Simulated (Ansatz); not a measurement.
**Lattice dynamics of PbSe2 (model cell, started as rutile)**

Task: relax PbSe2 (model cell, started as rutile), then find its harmonic phonons.

Calculated with Ansatz 0.2.0; DFT PBEsol, scalar-relativistic, plane waves, PAW.

Most raw output is cut from this account.

The structure was built from a prototype and need not be the compound's stable phase.

**1. The structure**

The structure is tetragonal, space group P4_2/mnm (No. 136). Conventional cell: a = 6.419 Å, b = 6.419 Å, c = 4.140 Å, α = 90.00°, β = 90.00°, γ = 90.00°. Pb has 6 Se at 2.72 to 2.77 Å nearest. Se has 3 Pb at 2.72 to 2.77 Å nearest. Farther neighbours and most contacts between anions are not listed.

**2. Relaxation**

The cell and atoms are relaxed, since residual forces and stress would shift the frequencies.

Contents of input.yaml:

```yaml
crystal:
  lattice:
    - [6.41915, 0.0, 0.0]
    - [0.0, 6.41915, 0.0]
    - [0.0, 0.0, 4.14035]
  atoms:
    - { symbol: Pb, position: [0.0, 0.0, 0.0] }
    - { symbol: Pb, position: [0.5, 0.5, 0.5] }
    - { symbol: Se, position: [0.305, 0.305, 0.0] }
    - { symbol: Se, position: [0.695, 0.695, 0.0] }
    - { symbol: Se, position: [0.805, 0.195, 0.5] }
    - { symbol: Se, position: [0.195, 0.805, 0.5] }
kpoints:
  mp_grid: { grid: [6, 6, 8] }
hamiltonian:
  xc: pbesol
scf:
  occupations: { method: gaussian, width: 0.1 }
output:
  forces: true
  stress: true
  eigenvalues: true
relax:
  adjacent_minimum: "off"
  f_tol: 0.005
  max_steps: 80
  cell: { stress_tol: 0.05 }
```

Launch:

```
$ ansatz run input.yaml --threads 8 --pin off --max-ram 14336MiB --backend cpu --events-out ev --progress --plain --runs-dir out
```

Elapsed: 46 s, on 8 threads of Arm Neoverse N1, shared host; peak memory 1 GiB.

Relaxation path:

```
step  energy less that of the first step (eV)  largest force component (eV/Å)  pressure (GPa)  volume (Å³)
   1                                   0.0000                          0.1819            3.61       170.61
   2                                  -0.0752                          0.1385           -1.71       189.86
   3                                  -0.1267                          0.0195           -0.29       183.35
   4                                  -0.1282                          0.0067           -0.01       182.26
   5                                  -0.1283                          0.0011            0.00       182.30
  6*                                  -0.1294                          0.0010            0.00       182.30
```

Relaxation steps marked * repeat the geometry before them on a plane-wave basis chosen anew for their cell, so energy and pressure can jump there.

The run keeps the 16 symmetry operations that it works with, so distortions that break them were not tested.

```
conventional cell, symmetrised  before  after  change
                         a (Å)   6.419  6.591  +2.7 %
                         b (Å)   6.419  6.591  +2.7 %
                         c (Å)   4.140  4.197  +1.4 %
              volume (Å³/atom)   28.43  30.38  +6.9 %
```

The atoms that moved most (Å, as changes of fractional coordinates times the final cell):

```
atom      dx      dy     dz  length
 Se6   0.014  -0.014  0.000   0.020
 Se5  -0.014   0.014  0.000   0.020
 Se4   0.014   0.014  0.000   0.020
 Se3  -0.014  -0.014  0.000   0.020
```

This step gave:

| Quantity | Value |
| --- | --- |
| pressure | -0.003463 GPa |
| volume per atom | 30.38 Å³ |
| gap on the k-mesh | 0 eV |

In this step the volume went from 28.43 to 30.38 Å³/atom.

**3. Tight relaxation**

Phonons need a cell at rest on their own settings, so the relaxation is repeated with tight tolerances on forces and stress, using the mesh and the filling of the phonon run that follows.

Contents of input.yaml:

```yaml
crystal:
  lattice:
    - [6.5908242804, 0.0, 0.0]
    - [0.0, 6.5908242804, 0.0]
    - [0.0, 0.0, 4.1966492306]
  atoms:
    - { symbol: Pb, position: [0.0, 0.0, 0.0] }
    - { symbol: Pb, position: [0.5, 0.5, 0.5] }
    - { symbol: Se, position: [0.3028730528, 0.3028730528, 0.0] }
    - { symbol: Se, position: [0.6971269472, 0.6971269472, 0.0] }
    - { symbol: Se, position: [0.8028730528, 0.1971269472, 0.5] }
    - { symbol: Se, position: [0.1971269472, 0.8028730528, 0.5] }
kpoints:
  mp_grid: { grid: [6, 6, 8] }
hamiltonian:
  xc: pbesol
scf:
  occupations: { method: methfessel_paxton, width: 0.2 }
output:
  forces: true
  stress: true
  eigenvalues: true
relax:
  adjacent_minimum: "off"
  f_tol: 0.001
  max_steps: 60
  cell: { stress_tol: 0.01 }
```

Run time: 37 s. Hardware: 8 threads; peak memory 1 GiB.

The steps of the relaxation:

```
step  energy less that of the first step (eV)  largest force component (eV/Å)  pressure (GPa)  volume (Å³)
   1                                   0.0000                          0.0009           -0.03       182.30
   2                                  -0.0001                          0.0026            0.01       182.11
   3                                  -0.0001                          0.0011            0.01       182.15
   4                                  -0.0001                          0.0001            0.00       182.20
  5*                                   0.0000                          0.0001            0.00       182.20
```

Relaxation steps marked * repeat the geometry before them on a plane-wave basis chosen anew for their cell, so energy and pressure can jump there.

Forces are held to the 16 operations that the run works with; a distortion that breaks them can't arise in this run.

```
conventional cell, symmetrised  before  after  change
                         a (Å)   6.591  6.594  +0.0 %
                         b (Å)   6.591  6.594  +0.0 %
                         c (Å)   4.197  4.191  -0.1 %
              volume (Å³/atom)   30.38  30.37  -0.1 %
```

Final coordinates:

```xyz
6
Lattice="6.5940 0.0000 0.0000 0.0000 6.5940 0.0000 0.0000 0.0000 4.1905" Properties=species:S:1:pos:R:3 pbc="T T T"
Pb    0.0000    0.0000    0.0000
Pb    3.2970    3.2970    2.0953
Se    1.9969    1.9969    0.0000
Se    4.5971    4.5971    0.0000
Se    5.2939    1.3001    2.0953
Se    1.3001    5.2939    2.0953
```

Numbers from this step:

* pressure: -0.001536 GPa
* volume per atom: 30.37 Å³

The largest force component left is 0.097 meV/Å and the pressure is -0.002 GPa, within the tolerances set. The cell now holds 30.37 Å³/atom.

**4. Modes at Γ**

The zone centre comes first: it holds the modes that light can see, as far as symmetry allows. No field response is asked, since the mesh shows no gap.

Contents of input.yaml:

```yaml
crystal:
  lattice:
    - [6.5939545271, 0.0, 0.0]
    - [0.0, 6.5939545271, 0.0]
    - [0.0, 0.0, 4.1905182995]
  atoms:
    - { symbol: Pb, position: [0.0, 0.0, 0.0] }
    - { symbol: Pb, position: [0.5, 0.5, 0.5] }
    - { symbol: Se, position: [0.3028381319, 0.3028381319, 0.0] }
    - { symbol: Se, position: [0.6971618681, 0.6971618681, 0.0] }
    - { symbol: Se, position: [0.8028381319, 0.1971618681, 0.5] }
    - { symbol: Se, position: [0.1971618681, 0.8028381319, 0.5] }
kpoints:
  mp_grid: { grid: [6, 6, 8] }
hamiltonian:
  xc: pbesol
scf:
  occupations: { method: methfessel_paxton, width: 0.2 }
output:
  eigenvalues: true
phonons:
  method: dfpt
```

Elapsed: 2.4 min, on 8 threads; peak memory 3.4 GiB.

Numbers from this step:

| Quantity | Value |
| --- | --- |
| sum-rule residual before enforcement | 6.68e-5 eV/Å² |
| point group | 4/mmm |
| highest optical mode at the zone centre (no LO-TO term) | 163.7 cm⁻¹ |
| lowest optical zone-centre mode | -73.96 cm⁻¹ |

Patterns of degenerate modes are one choice out of their space. The modes at Γ (shares of kinetic energy by element, %) (negative means imaginary):

```
mode  frequency (cm⁻¹)  symmetry  Pb %  Se %
   1             -74.0       A2g     0   100
   2             -67.8        Eu    21    79
   3             -67.8        Eu    21    79
   4             -46.8       B1g     0   100
   5             -12.3       B1u    74    26
   6               0.0  acoustic    57    43
   7               0.0  acoustic    57    43
   8               0.0  acoustic    57    43
   9              87.3        Eu    93     7
  10              87.3        Eu    93     7
  11             108.7        Eg     0   100
  12             108.7        Eg     0   100
  13             134.7       A2u    43    57
  14             150.4        Eu    29    71
  15             150.4        Eu    29    71
  16             153.1       B1u    26    74
  17             153.6       A1g     0   100
  18             163.7       B2g     0   100
```

Displacements in mode 1 (-74.0 cm⁻¹), the largest set to 1:
```
Pb1  0.00  0.00  0.00
Pb2  0.00  0.00  0.00
Se3  1.00 -1.00  0.00
Se4 -1.00  1.00  0.00
Se5 -1.00 -1.00  0.00
Se6  1.00  1.00  0.00
```

Displacements in mode 3 (-67.8 cm⁻¹), the largest set to 1:
```
Pb1 -0.09  0.44  0.00
Pb2 -0.18  0.46  0.00
Se3  1.00 -0.84  0.00
Se4  1.00 -0.84  0.00
Se5 -0.64 -0.34  0.00
Se6 -0.64 -0.34  0.00
```

Before it was imposed, the acoustic sum rule was missed by 6.7e-5 eV/Å². Small misses are needed for a sound result but don't prove that mesh and cutoff are converged. The lowest optical mode is imaginary, 74.0i cm⁻¹, so the energy falls along it.

**5. The dispersion**

Stability and thermal properties need the whole zone. Linear response on a 2×2×2 q mesh gives force constants as far as a supercell of that size would.

Changes to input.yaml since step 4:

```diff
@@ -22 +22,9 @@
   method: dfpt
+  qmesh: [2, 2, 2]
+  temperatures: { t_max: 1000, t_step: 50 }
+  qpath:
+    path:
+      - [[0.0, 0.0, 0.0], [0.0, 0.5, 0.0], [0.5, 0.5, 0.0], [0.0, 0.0, 0.0], [0.0, 0.0, 0.5], [0.0, 0.5, 0.5], [0.5, 0.5, 0.5], [0.0, 0.0, 0.5]]
+      - [[0.0, 0.5, 0.0], [0.0, 0.5, 0.5]]
+      - [[0.5, 0.5, 0.0], [0.5, 0.5, 0.5]]
+    npoints: 10
```

Elapsed: 15 min, on 8 threads; peak memory 3.2 GiB; 1.9 h of CPU time.

Numbers from this step:

```
sum-rule residual before enforcement                    : 6.45e-5 eV/Å²
lowest frequency on the path                            : -77.39 cm⁻¹
highest frequency on the path or at a solved wavevector : 172.9 cm⁻¹
lowest mode on the q mesh (acoustic modes at Γ apart)   : -77.27 cm⁻¹
```

Frequencies (cm⁻¹) solved at each irreducible wavevector; negative means imaginary. Frequencies by wavevector, by row:

```
q in reciprocal lattice units  star  mode 1  mode 2  mode 3  mode 4  mode 16  mode 17  mode 18
                        0 0 0     1     -74   -67.8   -67.8   -46.8    153.1    153.6    163.7
                     0 0 -0.5     1   -71.9   -71.9     -64     -64    147.9      167      167
                     0 -0.5 0     2   -72.5   -72.5   -58.4   -58.4    145.8    167.6    167.6
                  0 -0.5 -0.5     2   -68.8   -68.8   -56.5   -56.5    144.9    172.9    172.9
                  -0.5 -0.5 0     1   -77.3   -77.3   -71.9   -71.9    149.7    155.8    155.8
               -0.5 -0.5 -0.5     1   -64.4   -64.4   -53.9   -53.9    145.2    168.9    168.9
```

Interpolated from a 2×2×2 q mesh, rough between the solved points. Phonon branches along the path, in cm⁻¹:

```
    point  branch 1  branch 2  branch 3  branch 4  branch 15  branch 16  branch 17  branch 18
        Γ       -74       -68       -68       -47        150        153        154        164
  halfway       -74       -69       -65       -51        148        151        161        166
        X       -72       -72       -58       -58        146        146        168        168
  halfway       -75       -75       -65       -65        147        147        163        163
        M       -77       -77       -72       -72        150        150        156        156
  halfway       -76       -71       -66       -56        150        150        158        167
        Γ       -74       -68       -68       -47        150        153        154        164
  halfway       -72       -70       -70       -53        146        146        161        167
        Z       -72       -72       -64       -64        148        148        167        167
  halfway       -70       -70       -60       -60        146        146        170        170
        R       -69       -69       -56       -56        145        145        173        173
  halfway       -67       -67       -55       -55        145        145        171        171
        A       -64       -64       -54       -54        145        145        169        169
  halfway       -71       -64       -63       -55        146        146        169        172
        Z       -72       -72       -64       -64        148        148        167        167
jump to X       -72       -72       -58       -58        146        146        168        168
  halfway       -69       -69       -60       -60        148        148        171        171
        R       -69       -69       -56       -56        145        145        173        173
jump to M       -77       -77       -72       -72        150        150        156        156
  halfway       -68       -68       -66       -66        146        146        164        164
        A       -64       -64       -54       -54        145        145        169        169
```

The phonon density of states has structure finer than the step of the table below, so its rows give means over 10 cm⁻¹, whole bins alone (the curve runs from -77 to 173 cm⁻¹). Peaks (cm⁻¹: height): -69.0: 0.407, -57.0: 0.173, 79.0: 0.0966, 129.0: 0.181, 137.0: 0.225, 147.0: 0.535, 169.0: 0.257.

Tetrahedra on a 10×10×16 mesh, mean over bins of 2 cm-1. Interpolated from a 2×2×2 q mesh, rough between the solved points. The phonon density of states by wavenumber; means over each step:

```
wavenumber (cm⁻¹)  phonon density of states (1/cm⁻¹/cell)
              -70                                   0.234
              -60                                   0.128
              -50                                  0.0257
              -40                                       0
              -30                                  1.5e-4
              -20                                  0.0243
              -10                                  0.0438
                0                                  0.0574
               10                                  0.0669
               20                                  0.0364
               30                                  0.0314
               40                                  0.0549
               50                                  0.0588
               60                                  0.0272
               70                                  0.0375
               80                                  0.0823
               90                                  0.0490
              100                                  0.0267
              110                                  0.0491
              120                                  0.0511
              130                                   0.126
              140                                   0.183
              150                                   0.193
              160                                  0.0524
```

The partial phonon density of states has structure finer than the step of the table below, so its rows give means over 10 cm⁻¹, whole bins alone (the curve runs from -87.4 to 188 cm⁻¹). Peaks (cm⁻¹: height): Pb -12.9: 0.0414, 9.6: 0.059, 40.8: 0.0563, 51.2: 0.0453, 78.9: 0.0745, 97.9: 0.0311, 146.4: 0.0837; Se -68.3: 0.276, 137.7: 0.161, 146.4: 0.287, 168.9: 0.184.

Phonopy on the run's constants, 9x9x13 mesh, Gaussian sigma 2.0 cm-1. Interpolated from a 2×2×2 q mesh, rough between the solved points. Partial phonon density of states against wavenumber; means over each step; values in 1/cm⁻¹/cell:

```
wavenumber (cm⁻¹)       Pb       Se
              -80   9.9e-4   0.0177
              -70   0.0148    0.206
              -60  0.00663    0.121
              -50   8.8e-4   0.0315
              -40   9.0e-7   2.5e-4
              -30   9.0e-4   1.7e-4
              -20   0.0203  0.00560
              -10   0.0374   0.0133
                0   0.0253   0.0120
               10   0.0533   0.0222
               20   0.0307   0.0119
               30   0.0200  0.00760
               40   0.0405   0.0158
               50   0.0396   0.0134
               60   0.0253  0.00542
               70   0.0328  0.00768
               80   0.0636   0.0139
               90   0.0415  0.00768
              100   0.0237  0.00335
              110  0.00665   0.0436
              120  0.00278   0.0540
              130   0.0115    0.117
              140   0.0380    0.153
              150   0.0413    0.138
              160  0.00463   0.0528
              170   0.0164    0.122
              180   3.9e-4  0.00235
```

Symmetry leaves 6 wavevectors to solve. The lowest mode among them, the acoustic zeros apart, lies at q = (-0.5, -0.5, 0) and is imaginary, 77.3i cm⁻¹, so the energy falls along it.

**6. What came out**

```json
{"space group after relaxation (within 0.01 Å)": "P4_2/mnm", "volume per atom": "30.4 Å³", "electronic character": "no gap on this mesh", "highest optical mode at the zone centre (no LO-TO term)": "164 cm⁻¹", "lowest optical zone-centre mode": "-74.0 cm⁻¹", "lowest mode on the q mesh (acoustic modes at Γ apart)": "-77.3 cm⁻¹", "highest frequency on the path or at a solved wavevector": "173 cm⁻¹", "imaginary modes on the 2×2×2 q mesh": "yes"}
```

**Reading.** Modes are clearly imaginary (beyond 10i cm⁻¹) at 6 of the 6 irreducible wavevectors, most at q = (-0.5, -0.5, 0) (77.3i cm⁻¹), so this structure is not a minimum of the energy. The optical modes at Γ span -74 to 164 cm⁻¹ (negative means imaginary). The highest mode in this list at Γ, 163.7 cm⁻¹, is mostly motion of Se (100 % of the kinetic energy). The q mesh stands for a supercell only 8.4 Å across, so branches between the solved wavevectors are rough. With no gap, or one that is small against the smearing, the frequencies hang on the k mesh and the smearing, most of all near Kohn anomalies. A semilocal functional can close a gap that the real compound would have, so the metallic treatment may be an artefact of the level. Spin-orbit coupling is left out, which can matter for the heavy elements here. A phonon run warned that its eigensolver left some bands unconverged in a pass. The starting cell was built on a prototype and not taken from a measurement, so the phase need not exist. These are harmonic frequencies at zero temperature: anharmonic shifts, linewidths and thermal expansion are left out.

[Logs are printed without paths, hosts, clocks, repeated set-up lines and the standing remarks that a program may print on its own settings, such as how far it seeks lower states.]

[Hosts, paths, dates, database ids (printed as entryN), source tags and the programs' standing remarks are cut or masked in the printed files.]
